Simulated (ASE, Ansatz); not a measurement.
# Localised basis functions on random cubic perovskite-type alloy of BaTiO3 and PbTiO3 (40 atoms)

Aim: test how closely localised support functions follow the reference on random cubic perovskite-type alloy of BaTiO3 and PbTiO3 (40 atoms), and at what cost. A setting counts as converged where the r.m.s. difference of forces stays under 1 % of the r.m.s. force.

Calculated with Ansatz 0.2.0; Kohn-Sham DFT, PBE, PAW (set soft_2), plane waves.

## (1) The structure

The cell holds 40 atoms: 6 Pb, 8 Ti, 24 O and 2 Ba. Its edges and angles: a = 7.955 Å, b = 7.955 Å, c = 7.955 Å, α = 90.0°, β = 90.0°, γ = 90.0°. It derives from BaTiO3 and TiPbO3 (cubic perovskite-type), repeated 2×2×2. Cubic perovskite-type BaTiO3, 2 x 2 x 2 conventional cells, 6 of 8 Ba sites given to Pb at random (x = 0.750), lattice by Vegard's rule (cell 3.978, 3.978, 3.978, 90, 90, 90); not relaxed, displaced by a Gaussian of 0.02 Å.

What the set-up can't give: The host structure and its lattice constant were typed by rule, without a check against the phase diagram. Only the Γ point is sampled, in a cell whose shortest periodic width is 8 Å. The levels lack spin–orbit coupling, which is large for the heavy elements here.

## (2) Plane-wave single point

The first run fixes the reference, at a cutoff of 420 eV.

input.yaml reads:

```yaml
crystal:
  lattice:
    - [7.955, 0.0, 0.0]
    - [0.0, 7.955, 0.0]
    - [0.0, 0.0, 7.955]
  atoms:
    - { symbol: Pb, position: [0.99873, 0.99682, 0.00054] }
    - { symbol: Ti, position: [0.2544, 0.25044, 0.25013] }
    - { symbol: O, position: [0.25121, 0.24836, 0.99578] }
    - { symbol: O, position: [0.99791, 0.24692, 0.25148] }
    - { symbol: O, position: [0.25465, 0.00316, 0.25199] }
    - { symbol: Pb, position: [0.99743, 0.00372, 0.5051] }
    - { symbol: Ti, position: [0.24838, 0.25259, 0.74912] }
    - { symbol: O, position: [0.24892, 0.24683, 0.4995] }
    - { symbol: O, position: [0.00015, 0.2497, 0.7452] }
    - { symbol: O, position: [0.25139, 0.99419, 0.74752] }
    - { symbol: Ba, position: [0.00144, 0.49778, 0.00076] }
    - { symbol: Ti, position: [0.24918, 0.74655, 0.25304] }
    - { symbol: O, position: [0.24998, 0.74571, 0.99594] }
    - { symbol: O, position: [0.99891, 0.75203, 0.24802] }
    - { symbol: O, position: [0.25046, 0.50287, 0.25036] }
    - { symbol: Pb, position: [0.9964, 0.49701, 0.50006] }
    - { symbol: Ti, position: [0.24537, 0.74802, 0.74626] }
    - { symbol: O, position: [0.25157, 0.74867, 0.50006] }
    - { symbol: O, position: [0.00024, 0.74922, 0.74927] }
    - { symbol: O, position: [0.24589, 0.49635, 0.75105] }
    - { symbol: Pb, position: [0.50296, 0.99983, 0.99941] }
    - { symbol: Ti, position: [0.75591, 0.24712, 0.24722] }
    - { symbol: O, position: [0.75201, 0.2496, 0.00503] }
    - { symbol: O, position: [0.50353, 0.25012, 0.24751] }
    - { symbol: O, position: [0.75267, 0.99834, 0.25319] }
    - { symbol: Pb, position: [0.4996, 0.00317, 0.49729] }
    - { symbol: Ti, position: [0.75238, 0.24694, 0.75167] }
    - { symbol: O, position: [0.74689, 0.25067, 0.50099] }
    - { symbol: O, position: [0.4978, 0.24923, 0.74434] }
    - { symbol: O, position: [0.75018, 0.99815, 0.7518] }
    - { symbol: Pb, position: [0.49707, 0.49866, 0.99892] }
    - { symbol: Ti, position: [0.75181, 0.74925, 0.25712] }
    - { symbol: O, position: [0.75539, 0.74999, 0.99771] }
    - { symbol: O, position: [0.49822, 0.75153, 0.25027] }
    - { symbol: O, position: [0.75067, 0.49847, 0.2478] }
    - { symbol: Ba, position: [0.50037, 0.50062, 0.49755] }
    - { symbol: Ti, position: [0.75053, 0.74718, 0.74817] }
    - { symbol: O, position: [0.75418, 0.74997, 0.50219] }
    - { symbol: O, position: [0.49851, 0.75072, 0.74842] }
    - { symbol: O, position: [0.74918, 0.4996, 0.75455] }
kpoints:
  mp_grid: { grid: [1, 1, 1] }
hamiltonian:
  xc: pbe
scf:
  occupations: { method: gaussian, width: 0.025 }
output:
  forces: true
  stress: true
  populations: true
  dos:
    method: { smearing: { sigma: 0.08 } }
    de: 0.1
    projected: { site_lists: { Ba: [Ba], O: [O], Pb: [Pb], Ti: [Ti] } }
  eigenvalues: true
  write_density: true
  write_potential: true
  volumetric_format: npy
  elf: true
```

Command:

```
$ ansatz run input.yaml --threads 4 --pin off --max-ram 8192MiB --backend cpu --events-out ev --progress --plain --runs-dir out
```

What it wrote:

```text
Engine: ansatz 0.2.0, aarch64-unknown-linux-gnu
Pseudopotentials: kind: paw
Pseudopotential: Pb, paw, valence charge 14, recommended cutoff 420 eV (normal), Pb.paw.azcp
Pseudopotential: Ti, paw, valence charge 12, recommended cutoff 420 eV (normal), Ti.paw.azcp
Pseudopotential: O, paw, valence charge 6, recommended cutoff 420 eV (normal), O.paw.azcp
Pseudopotential: Ba, paw, valence charge 10, recommended cutoff 420 eV (normal), Ba.paw.azcp
[... 5 lines on functional and potentials left out ...]
Crystal: 40 atoms, lattice volume = 503.409 Å³
Basis set: ecut = 420 eV, 9795 PW (Γ), exchange–correlation on 108×108×108 points (8 copies of the dense FFT grid, shifted against one another)
Bands: 212, of which v1, the nominal top of the filled ones, is band 172 counted from 1 (171 counted from 0)
Symmetry: 1 space group operations
Space group: P1 (ITA 1), of the structure as read, at distance tolerance 8.0e-5 Å
k-points: 1
[... 9 lines on functional and potentials left out ...]
Initial density: superposition of atomic densities (neutral atoms: chi_scale 0, normalization atom), corrected by the library's trained network
Initial wavefunctions: pseudopotential atomic-orbital guess
Functional: x = pbe(κ = 0.804, μ = 0.219515), c = pbe(β = 0.066725)
SCF iter   1: F=—  HF=-116987.323081 eV  |F-HF|=—  |Δ(HF+E_count)|=         —  Δρ=1.61e-2  dr2=1.49e0  ethr=1.77e-3  ⟨swp⟩=6.0  Hψ=863  notcnv=0  defer=1
preconditioner: auto → Resta (q_TF=auto, 2.561 Å⁻¹)  ε∞=6.3  [insulator: Δε(μ)=1.579 eV  Ē_g=12.016 eV  σ=0.025 eV  W_gap=1.00  n_scr=146 (ndim 8)  ℏωp=27.7 eV  f_vac=0.000  D(μ)=0.00/eV (n_scr^D=0)  ε∞_Penn≈6.3]
SCF iter   2: F=—  HF=-116987.081410 eV  |F-HF|=—  |Δ(HF+E_count)|=   2.42e-1  Δρ=6.60e-3  dr2=2.90e-1  ethr=4.34e-4  ⟨swp⟩=2.0  Hψ=250  notcnv=0  defer=34
SCF iter   3: F=—  HF=-116987.024475 eV  |F-HF|=—  |Δ(HF+E_count)|=   5.69e-2  Δρ=1.05e-3  dr2=7.43e-3  ethr=8.42e-5  ⟨swp⟩=2.0  Hψ=256  notcnv=0  defer=34
SCF iter   4: F=—  HF=-116987.022805 eV  |F-HF|=—  |Δ(HF+E_count)|=   1.67e-3  Δρ=2.42e-4  dr2=5.56e-4  ethr=2.16e-6  ⟨swp⟩=2.0  Hψ=356  notcnv=0  defer=34
SCF iter   5: F=—  HF=-116987.022700 eV  |F-HF|=—  |Δ(HF+E_count)|=   1.04e-4  Δρ=7.70e-5  dr2=6.07e-5  ethr=1.62e-7  ⟨swp⟩=2.0  Hψ=262  notcnv=0  defer=34
SCF iter   6: F=—  HF=-116987.018036 eV  |F-HF|=—  |Δ(HF+E_count)|=   4.66e-3  Δρ=4.62e-5  dr2=9.05e-6  ethr=1.76e-8  ⟨swp⟩=2.0  Hψ=350  notcnv=0  defer=34
SCF iter   7: F=—  HF=-116987.018035 eV  |F-HF|=—  |Δ(HF+E_count)|=   1.10e-6  Δρ=1.23e-5  dr2=6.50e-7  ethr=2.63e-9  ⟨swp⟩=2.0  Hψ=350  notcnv=0  defer=34
SCF iter   8: F=-116987.018035 eV  HF=-116987.018035 eV  |F-HF|=1.58e-8  |Δ(HF+E_count)|=   9.07e-8  Δρ=3.50e-6  dr2=3.70e-8  ethr=2.91e-11  ⟨swp⟩=14.0  Hψ=1880  notcnv=0
SCF 1 converged in 8 iterations: F = -116987.018035 eV  dr2 = 3.70e-8
  greatest PAW one-centre occupation: 0.999 electrons in one spin orbital (limit 2), on the Ti atom at site 16 (counted from 0), in its partial waves of l = 0
SCF converged after 8 iterations
Free energy (F): -116987.018035 eV
Harris-Foulkes:  -116987.018035 eV  (|F-HF|=1.58e-8)
Internal energy: -116987.018035 eV  (E = F + TS)
E sigma→0 (E₀):  -116987.018035 eV
Fermi energy:    11.208845 eV
--- Per-component energies (eV) ---
  E_band       = -1290.847967
  E_kinetic    = 8440.985253
  E_local      = -19885.651909  (includes V_loc(G=0)·N_el)
  E_nonlocal   = 3381.404295
  E_hartree    = 7659.347833
  E_xc         = -4237.360462
  E_vxc        = -4333.541317  (∫ρ·V_xc dr)
  E_paw        = -85004.827458  (= ΣΔE_a)
  E_vpaw       = -4212.790623  (= ΣTr[D̂ρ^β])
  E_aug_tail   = 0.060386  (compensation charges beyond the density's cutoff)
  E_ewald      = -27340.975972
  E_smearing   = -0.000000  (= −TS)
  E_closure    = 0.000000  (closes the sum)
  Σ components = -116987.018035   (vs F -116987.018035, Δ=0.00e0)
--- Forces (eV/Å), atoms counted from 1 ---
  atom   1  Pb     0.12877083    -0.33227145     0.04331878
  atom   2  Ti     0.62356757    -1.13503813     0.13312735
  atom   3  O     -0.25195920    -0.03531299     0.31904464
  atom   4  O      0.15229082     0.22907192    -0.01939141
  atom   5  O     -0.16751527     0.31798253    -0.13551395
  atom   6  Pb     0.19997943     0.00674691    -0.10031044
  atom   7  Ti     0.71320203    -0.22706746     0.36934392
  atom   8  O     -0.07821025     0.08371801    -0.47433412
  atom   9  O     -0.46602623    -0.05483275    -0.10120205
  atom  10  O     -0.17690965     0.08212024     0.03063450
  atom  11  Ba    -0.15448318     0.28470790    -0.00752432
  atom  12  Ti     0.08557889     0.40380468     0.05356860
  atom  13  O      0.06348825    -0.01085917     0.44288181
  atom  14  O      0.16259703     0.10445717    -0.17133616
[...]
atom  39  O      0.52360837    -0.16204092    -0.11441248
  atom  40  O      0.00587215    -0.17446319    -0.02347745
  max |Σ_I F_I| component: 9.09e-5 eV/Å
--- Stress (GPa, compression-positive) ---
        3.031979       0.043607      -0.015034
        0.043607       2.032769      -0.015837
       -0.015034      -0.015837       3.164337
  P = ⅓ Tr σ = 2.7430 GPa (27.430 kbar)
--- Band table (eV) ---
  k-point 0: bands = ["-46.8901", "-46.8809", "-46.8207", "-46.8079", [... 196 levels ...], "14.0319", "14.1098", "14.1254", "14.1455", "14.7721", "14.8749", "14.9007", "15.4520", "15.4959", "15.5167", "15.8530", "15.8659"]
--- Löwdin populations: 40 sites ---
  site symbol       q [e]
     0     Pb     13.0075
     1     Ti     10.6300
     2      O      6.7771
[...]
39      O      6.8127
  spilling = 0.004905 (of n_electrons = 344.000000)
```

Run time: 4.5 s. Hardware: 4 threads of Arm Neoverse V2, shared host; peak memory 0.7 GiB.

Read from the output:

```
free energy                                      : -116987.0180 eV
free energy per atom                             : -2924.6755 eV/atom
SCF cycles                                       : 8
pressure                                         : 2.743 GPa
r.m.s. force component                           : 0.3148 eV/Å
longest force                                    : 1.302 eV/Å
Fermi energy                                     : 11.21 eV
gap (highest filled to lowest empty level) : 1.229 eV
spilling of the projection                       : 0.004905
```

The r.m.s. force component of 0.31 eV/Å and the pressure of 2.7 GPa set the scale for the differences below.

## (3) Support functions low

The cell is solved in localised support functions.

This step: Kohn-Sham DFT, PBE, PAW (set soft_2), localised support functions (low) (Ansatz 0.2.0).

input.yaml, the sections that differ from step 2:

```yaml
scf:
  occupations: { method: gaussian, width: 0.025 }
  eigensolver: { kind: { support_functions: { accuracy: low } } }
  max_iter: 150
output:
  forces: true
  eigenvalues: true
# crystal, kpoints, hamiltonian: as in step 2
```

What it wrote:

```text
Warning: scf.eigensolver.kind.support_functions: disabling space-group detection — the functions' gradient is summed over unrotated k-points, so no spatial operation reduces the k-mesh or symmetrises the density; time reversal is kept, so that k and −k are solved as one point where they differ and the mesh holds both, and exact exchange and, on two spinor components, a DFT+U term hold to it where the run has them: [...]
settings of this run that can trade accuracy for cost: scf.eigensolver.kind.support_functions; scf.eigensolver.kind.support_functions.accuracy: low [...]
[...]
Crystal: 40 atoms, lattice volume = 503.409 Å³
Basis set: ecut = 420 eV, 9795 PW (Γ), exchange–correlation on 120×120×120 points (8 copies of the dense FFT grid, shifted against one another)
Bands: 207, of which v1, the nominal top of the filled ones, is band 172 counted from 1 (171 counted from 0)
Symmetry: 1 space group operations
k-points: 1
[...]
SCF iter   1: F=—  HF=-116974.872671 eV  |F-HF|=—  |Δ(HF+E_count)|=         —  Δρ=7.51e-2  dr2=4.90e1  ethr=1.00e-1
[...]
SCF iter  11: F=—  HF=-116987.217509 eV  |F-HF|=—  |Δ(HF+E_count)|=   5.43e-4  Δρ=3.84e-5  dr2=8.01e-6  ethr=1.05e-8  κ⁻¹=1.3e-7(r=7)
SCF iter  12: F=-116987.217919 eV  HF=-116987.217920 eV  |F-HF|=1.10e-6  |Δ(HF+E_count)|=   4.11e-4  Δρ=1.38e-5  dr2=1.61e-6  ethr=2.33e-9
SCF 1 converged in 12 iterations: F = -116987.222252 eV  dr2 = 1.61e-6
[...]
SCF converged after 12 iterations
Stability not checked: this state was not tested for a lower state beside it, because the mixer in use, unlike msr1, does not test its closes by its own steps (another_mixer; see scf.mixing.algorithm and scf.lower_state_search)
Free energy (F): -116987.222252 eV
[...]
Internal energy: -116987.222252 eV  (E = F + TS)
E sigma→0 (E₀):  -116987.222252 eV
Fermi energy:    11.208520 eV
[...]
Σ components = -116987.222252   (vs F -116987.222252, Δ=0.00e0)
--- Forces (eV/Å), atoms counted from 1 ---
  atom   1  Pb     0.12918549    -0.33193214     0.04299603
  atom   2  Ti     0.62421284    -1.13585310     0.13332622
  atom   3  O     -0.25231409    -0.03526670     0.31788217
  atom   4  O      0.15020629     0.22935907    -0.01993628
[...]
atom  40  O      0.00595267    -0.17394430    -0.02334060
  max |Σ_I F_I| component: 3.00e-3 eV/Å
--- Band table (eV) ---
[...]
```

Wall time 83 s (4 threads); peak memory 2.4 GiB.

The program notes that the band table was not solved further than the SCF left it and it switched symmetry off.

Keys that differ from the reference: support_functions.accuracy = "low" and scf.max_iter = 150.

Forces differ from the reference by 0.68 meV/Å r.m.s., 0.22 % of their size, well within a tolerance of 1 %; the energy by -5.1 meV/atom. It took roughly 18 times the reference's time (one timing each, with unlike analyses asked), in 12 cycles against 8.

## (4) Support functions medium

With localised support functions most steps grow linearly with size, though the diagonalisation grows faster unless the density matrix is cut; this run measures error and cost at this size. Besides, the program derives a nominal cutoff of 464 eV for this run, against the reference's 420.

This step: Kohn-Sham DFT, PBE, PAW (set soft_2), localised support functions (medium) (Ansatz 0.2.0).

input.yaml, the sections that differ from step 3:

```yaml
scf:
  occupations: { method: gaussian, width: 0.025 }
  eigensolver: { kind: { support_functions: { accuracy: medium } } }
  max_iter: 150
# crystal, kpoints, hamiltonian, output: as in step 3
```

What it wrote:

```text
[...]
Warning: basis.ecutwfc = 464 eV, auto-derived: no grid that the accuracy of the support functions lays serves the files at the lower one that their records recommend; a deck with other species or settings can derive another value
[...]
Crystal: 40 atoms, lattice volume = 503.409 Å³
Basis set: ecut = 464 eV, 11459 PW (Γ), exchange–correlation on 120×120×120 points (8 copies of the dense FFT grid, shifted against one another)
Bands: 207, of which v1, the nominal top of the filled ones, is band 172 counted from 1 (171 counted from 0)
Symmetry: 1 space group operations
k-points: 1
[...]
SCF iter   1: F=—  HF=-116974.874810 eV  |F-HF|=—  |Δ(HF+E_count)|=         —  Δρ=7.51e-2  dr2=4.90e1  ethr=1.00e-1
[...]
SCF iter  12: F=—  HF=-116987.217844 eV  |F-HF|=—  |Δ(HF+E_count)|=   4.11e-4  Δρ=1.38e-5  dr2=1.61e-6  ethr=2.33e-9  κ⁻¹=9.5e-8(r=7)
SCF iter  13: F=-116987.218174 eV  HF=-116987.218174 eV  |F-HF|=1.79e-7  |Δ(HF+E_count)|=   3.30e-4  Δρ=7.22e-6  dr2=3.43e-7  ethr=4.68e-10
SCF 1 converged in 13 iterations: F = -116987.222175 eV  dr2 = 3.43e-7
[...]
SCF converged after 13 iterations
[...]
Free energy (F): -116987.222175 eV
[...]
Internal energy: -116987.222175 eV  (E = F + TS)
E sigma→0 (E₀):  -116987.222175 eV
Fermi energy:    11.208518 eV
[...]
Σ components = -116987.222175   (vs F -116987.222175, Δ=0.00e0)
--- Forces (eV/Å), atoms counted from 1 ---
  atom   1  Pb     0.12919750    -0.33191926     0.04299405
  atom   2  Ti     0.62436977    -1.13515979     0.13345613
  atom   3  O     -0.25220860    -0.03542962     0.31785390
  atom   4  O      0.15015710     0.22918772    -0.01984518
[...]
atom  40  O      0.00594152    -0.17391066    -0.02334534
  max |Σ_I F_I| component: 2.27e-3 eV/Å
--- Band table (eV) ---
[...]
```

Wall time 92 s (4 threads); peak memory 2.4 GiB.

Keys that differ from the reference: support_functions.accuracy = "medium" and scf.max_iter = 150.

Forces differ from the reference by 0.63 meV/Å r.m.s., 0.20 % of their size, well within a tolerance of 1 %; the energy by -5.1 meV/atom. It took roughly 20 times the reference's time (one timing each, with unlike analyses asked), in 13 cycles against 8.

## (5) Support functions medium, radius 2.89 Å

The radius confines each support function; a larger one gives more freedom and more work per atom.

input.yaml, the sections that differ from step 4:

```yaml
scf:
  occupations: { method: gaussian, width: 0.025 }
  eigensolver: { kind: { support_functions: { accuracy: medium, radius: 2.89 } } }
  max_iter: 150
# crystal, kpoints, hamiltonian, output: as in step 4
```

What it wrote:

```text
Warning: scf.eigensolver.kind.support_functions: disabling space-group detection — the functions' gradient is summed over unrotated k-points, so no spatial operation reduces the k-mesh or symmetrises the density; time reversal is kept, so that k and −k are solved as one point where they differ and the mesh holds both, and exact exchange and, on two spinor components, a DFT+U term hold to it where the run has them: [...]
Warning: basis.ecutwfc = 464 eV, auto-derived: no grid that the accuracy of the support functions lays serves the files at the lower one that their records recommend; a deck with other species or settings can derive another value
settings of this run that can trade accuracy for cost: scf.eigensolver.kind.support_functions [...]
Engine: ansatz 0.2.0, aarch64-unknown-linux-gnu
Pseudopotentials: kind: paw
Pseudopotential: Pb, paw, valence charge 14, recommended cutoff 420 eV (normal), Pb.paw.azcp
Pseudopotential: Ti, paw, valence charge 12, recommended cutoff 420 eV (normal), Ti.paw.azcp
Pseudopotential: O, paw, valence charge 6, recommended cutoff 420 eV (normal), O.paw.azcp
Pseudopotential: Ba, paw, valence charge 10, recommended cutoff 420 eV (normal), Ba.paw.azcp
[... 5 lines on functional and potentials left out ...]
Error: SCF: the radius of support functions is under 3.44 Å, the least for these sites at the functions' level (scf.eigensolver.kind.support_functions.accuracy). Use scf.eigensolver.kind: auto, or type scf.eigensolver.kind.support_functions.radius at least as long, [...]
```

Wall time 5.7 s (4 threads); peak memory 0.29 GiB; 17 s of CPU time.

The program refuses radii under 3.44 Å for these atoms at this level.

## (6) Support functions medium, radius 3.18 Å

The radius confines each support function; a larger one gives more freedom and more work per atom.

input.yaml, the sections that differ from step 5:

```yaml
scf:
  occupations: { method: gaussian, width: 0.025 }
  eigensolver: { kind: { support_functions: { accuracy: medium, radius: 3.18 } } }
  max_iter: 150
# crystal, kpoints, hamiltonian, output: as in step 5
```

What it wrote:

```text
Warning: scf.eigensolver.kind.support_functions: disabling space-group detection — the functions' gradient is summed over unrotated k-points, so no spatial operation reduces the k-mesh or symmetrises the density; time reversal is kept, so that k and −k are solved as one point where they differ and the mesh holds both, and exact exchange and, on two spinor components, a DFT+U term hold to it where the run has them: [...]
Warning: basis.ecutwfc = 464 eV, auto-derived: no grid that the accuracy of the support functions lays serves the files at the lower one that their records recommend; a deck with other species or settings can derive another value
settings of this run that can trade accuracy for cost: scf.eigensolver.kind.support_functions [...]
Engine: ansatz 0.2.0, aarch64-unknown-linux-gnu
Pseudopotentials: kind: paw
Pseudopotential: Pb, paw, valence charge 14, recommended cutoff 420 eV (normal), Pb.paw.azcp
Pseudopotential: Ti, paw, valence charge 12, recommended cutoff 420 eV (normal), Ti.paw.azcp
Pseudopotential: O, paw, valence charge 6, recommended cutoff 420 eV (normal), O.paw.azcp
Pseudopotential: Ba, paw, valence charge 10, recommended cutoff 420 eV (normal), Ba.paw.azcp
[... 5 lines on functional and potentials left out ...]
Error: SCF: the radius of support functions is under 3.44 Å, the least for these sites at the functions' level (scf.eigensolver.kind.support_functions.accuracy). Use scf.eigensolver.kind: auto, or type scf.eigensolver.kind.support_functions.radius at least as long, [...]
```

Wall time 5.8 s (4 threads); peak memory 0.29 GiB; 17 s of CPU time.

The program refuses radii under 3.44 Å for these atoms at this level.

(Part 1 of 2 ends here.)

[Long decimals in the printed logs are rounded to 6 places.]

[Logs are printed without paths, hosts, clocks, repeated set-up lines and the standing remarks that a program may print on its own settings, such as how far it seeks lower states.]

[Hosts, paths, dates, database ids (printed as entryN), source tags and the programs' standing remarks are cut or masked in the printed files.]
